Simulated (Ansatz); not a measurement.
# GaP (F-43m): phonons and vibrational spectra, part 2 of 2

How does GaP (F-43m) vibrate, and is this structure a minimum?

Ansatz 0.2.0; DFT PBE, scalar-relativistic, plane waves, PAW; PAW set soft_1.

So far, gap on the k-mesh (eV): 1.58 in steps 2, 3, 4 and 6. The relaxed cell has a = 5.507 Å (conventional setting).

## (7) The dispersion (continued)

Second derivatives of the energy by pair, one row for each kind of neighbour of each atom listed. Each entry sums the pair over the periodic images of the supercell that the q mesh stands for, and in a polar crystal it holds the long-range dipole part too. Force constants by pair, by row:

```tsv
atom	neighbour	distance (Å)	third of the trace (eV/Å²)	along the pair's line (eV/Å²)
Ga1	itself	0	9.754	–
Ga1	P	2.384	-2.431	-5.75
Ga1	Ga	3.894	0.0283	-0.5488
Ga1	P	4.566	0.0042	0.092
Ga1	Ga	5.507	-0.0181	-0.059
Ga1	P	6.001	-0.0065	0.1434
Ga1	Ga	6.744	-0.0289	-0.08
Ga1	P	7.153	0.0122	0.0257
Ga1	P	7.153	0.0085	0.024
P2	itself	0	11.56	–
P2	Ga	2.384	-2.431	-5.75
P2	P	3.894	-0.1393	-0.592
P2	Ga	4.566	0.0042	0.092
P2	P	5.507	-0.0055	-0.0239
P2	Ga	6.001	-0.0065	0.1434
P2	P	6.744	-0.0073	-0.0301
P2	Ga	7.153	0.0122	0.0257
P2	Ga	7.153	0.0085	0.024
```

Harmonic thermodynamic functions per atom, from the density of states. Interpolated from a 4×4×4 q mesh. Thermodynamic functions, by row:

```tsv
T (K)	F_vib (meV/atom)	S (J/mol-atom/K)	C_V (J/mol-atom/K)
0	44.39	0	0
50	44.07	2.264	4.972
100	41.5	7.773	11.43
200	27.73	18.47	19.11
300	4.05	26.85	21.98
400	-27.28	33.36	23.19
500	-64.66	38.6	23.79
600	-107	42.98	24.13
700	-153.5	46.71	24.34
800	-203.7	49.97	24.48
900	-257	52.86	24.58
1000	-313.1	55.45	24.64
```

Harmonic mean-square displacement, third of the trace. Interpolated from a 4×4×4 q mesh. Mean square displacements, by row:

```tsv
T (K)	Ga1 U_eq (Å²)	P2 U_eq (Å²)
0	0.00183	0.00225
100	0.00298	0.00308
300	0.00757	0.00664
600	0.01486	0.01265
```

Symmetry leaves 8 wavevectors to solve. The lowest mode among them, the acoustic zeros apart, lies at q = (0, 0, 0.25) and is real, 65.9 cm⁻¹.

## (8) Finite displacements in a supercell

Finite displacements in a 2×2×2 supercell give force constants from forces alone. They are exact at the wavevectors that the supercell holds, where they check the linear-response result.

File input.yaml:

```yaml
crystal:
  lattice:
    - [0.0, 2.7532599317, 2.7532599317]
    - [2.7532599317, 0.0, 2.7532599317]
    - [2.7532599317, 2.7532599317, 0.0]
  atoms:
    - { symbol: Ga, position: [0.0, 0.0, 0.0] }
    - { symbol: P, position: [0.25, 0.25, 0.25] }
kpoints:
  mp_grid: { grid: [12, 12, 12] }
hamiltonian:
  xc: pbe
  pseudopotentials: { kind: paw, azcp: { folder: soft_1 } }
scf:
  occupations: { method: fixed }
output:
  eigenvalues: true
phonons:
  method: fd
  supercell: [2, 2, 2]
  temperatures: { t_max: 1000, t_step: 50 }
  qpath:
    path:
      - [[0.0, 0.0, 0.0], [-0.5, -0.5, 0.0], [-0.375, -0.375, 0.25]]
      - [[-0.375, 0.0, 0.375], [0.0, 0.0, 0.0], [0.0, 0.0, 0.5], [-0.5, -0.25, 0.25], [-0.5, -0.5, 0.0]]
    npoints: 10
  non_analytic_term:
    high_frequency_dielectric_tensor: [[10.619, 0.0, 0.0], [0.0, 10.619, 0.0], [0.0, 0.0, 10.619]]
    born_effective_charges:
      - { species: Ga, tensor: [[2.1961, 0.0, 0.0], [0.0, 2.1961, 0.0], [0.0, 0.0, 2.1961]] }
      - { species: P, tensor: [[-2.1961, 0.0, 0.0], [0.0, -2.1961, 0.0], [0.0, 0.0, -2.1961]] }
    source: "zone-centre run at this cell"
```

Launch:

```sh
$ ansatz run input.yaml --threads 4 --pin off --max-ram 10240MiB --backend cpu --events-out ev --progress --plain --runs-dir out
```

Run time: 38 s. Hardware: 4 threads of Intel Xeon Platinum 8488C (Sapphire Rapids), shared host; peak memory 1.5 GiB; 2.5 min of CPU time.

This step gave:

```
atoms in the supercell               : 16
sum-rule residual before enforcement : 3.29e-4 eV/Å²
```

Interpolated from a 2×2×2 supercell, rough between the solved points, with the LO-TO term (at Γ the limit along the path; where Γ stands inside the path, tables give the limit on arrival). The phonon branches at the labelled points (cm⁻¹):

```tsv
point	branch 1	branch 2	branch 3	branch 4	branch 5	branch 6
Γ	0	0	0	345	345	379
halfway	73	73	160	342	342	369
X	102	102	241	341	341	349
halfway	101	119	235	338	341	351
U	97	149	218	332	341	355
jump to K	97	149	218	332	341	355
halfway	64	103	160	343	345	363
Γ	0	0	0	345	345	379
halfway	57	57	150	343	343	369
L	80	80	224	342	342	352
halfway	93	135	212	336	342	354
W	118	151	211	329	344	354
halfway	110	124	229	334	343	352
X	102	102	241	341	341	349
```

Tetrahedra on a 20×20×20 mesh, mean over bins of 5 cm-1. Interpolated from a 2×2×2 supercell, rough between the solved points. Phonon density of states against wavenumber; read off at these points:

```tsv
wavenumber (cm⁻¹)	phonon density of states (1/cm⁻¹/cell)
2	1.0e-5
18	5.0e-4
28	0.00135
42	0.00361
52	0.00603
68	0.0125
82	0.0333
92	0.0349
98	0.0357
108	0.0227
118	0.0144
132	0.0141
142	0.0150
158	0.00638
172	0.00466
182	0.00629
198	0.0122
208	0.0314
212	0.0341
222	0.00947
238	0.0019
248	0
262	0
272	0
288	0
298	0
312	0
328	0.00155
338	0.0539
342	0.305
352	0.0977
362	0.0196
378	0.00498
```

At Γ the two methods differ by at most 0.0 cm⁻¹.

## (9) Results

| Item | Value |
| --- | --- |
| space group after relaxation (within 0.01 Å) | F-43m |
| volume per atom | 20.9 Å³ |
| gap on the k-mesh | 1.58 eV |
| highest optical mode at the zone centre (no LO-TO term) | 345 cm⁻¹ |
| top of the zone-centre spectrum with the field | 379 cm⁻¹ |
| lowest optical zone-centre mode | 345 cm⁻¹ |
| mean high-frequency dielectric constant | 10.6 |
| mean static dielectric constant | 12.9 |
| largest Born charge (third of the trace) | 2.20 e |
| lowest mode on the q mesh (acoustic modes at Γ apart) | 65.9 cm⁻¹ |
| highest frequency on the path or at a solved wavevector | 379 cm⁻¹ |
| zero-point energy per atom | 44.4 meV |
| heat capacity at 300 K | 22.0 J/(mol atoms K) |
| vibrational entropy at 300 K | 26.8 J/(mol atoms K) |
| Debye temperature (second moment) | 491 K |
| imaginary modes on the 4×4×4 q mesh | none |

The structure is a minimum as far as tested: no mode is imaginary at the 8 irreducible wavevectors of the 4×4×4 mesh, and the softest away from the acoustic zeros lies at 66 cm⁻¹. Without the field, the optical modes at Γ form one degenerate level at 345 cm⁻¹. The highest mode in this list at Γ, 344.6 cm⁻¹, has its largest share on P (69 % of the kinetic energy). With the macroscopic field of the longitudinal modes the top of the zone-centre spectrum lies at 379 cm⁻¹, against 345 cm⁻¹ without it. Lattice motion raises the mean dielectric constant from 10.62 to 12.85. The strongest infrared line is at 345 cm⁻¹. On the path and the mesh, the widest gap between branches runs from 241 to 311 cm⁻¹. Finite displacements and linear response differ by 0.0 cm⁻¹ in the highest zone-centre mode. With the field response the log warns that the k mesh is coarse for the force constants too, so the frequencies may not be converged. The program warns that the interpolation holds no quadrupole term, so branches close to Γ can be off in this crystal. These are harmonic frequencies at zero temperature: anharmonic shifts, linewidths and thermal expansion are left out.

[Logs are printed without paths, hosts, clocks, repeated set-up lines and the standing remarks that a program may print on its own settings, such as how far it seeks lower states.]

[Hosts, paths, dates, database ids (printed as entryN), source tags and the programs' standing remarks are cut or masked in the printed files.]
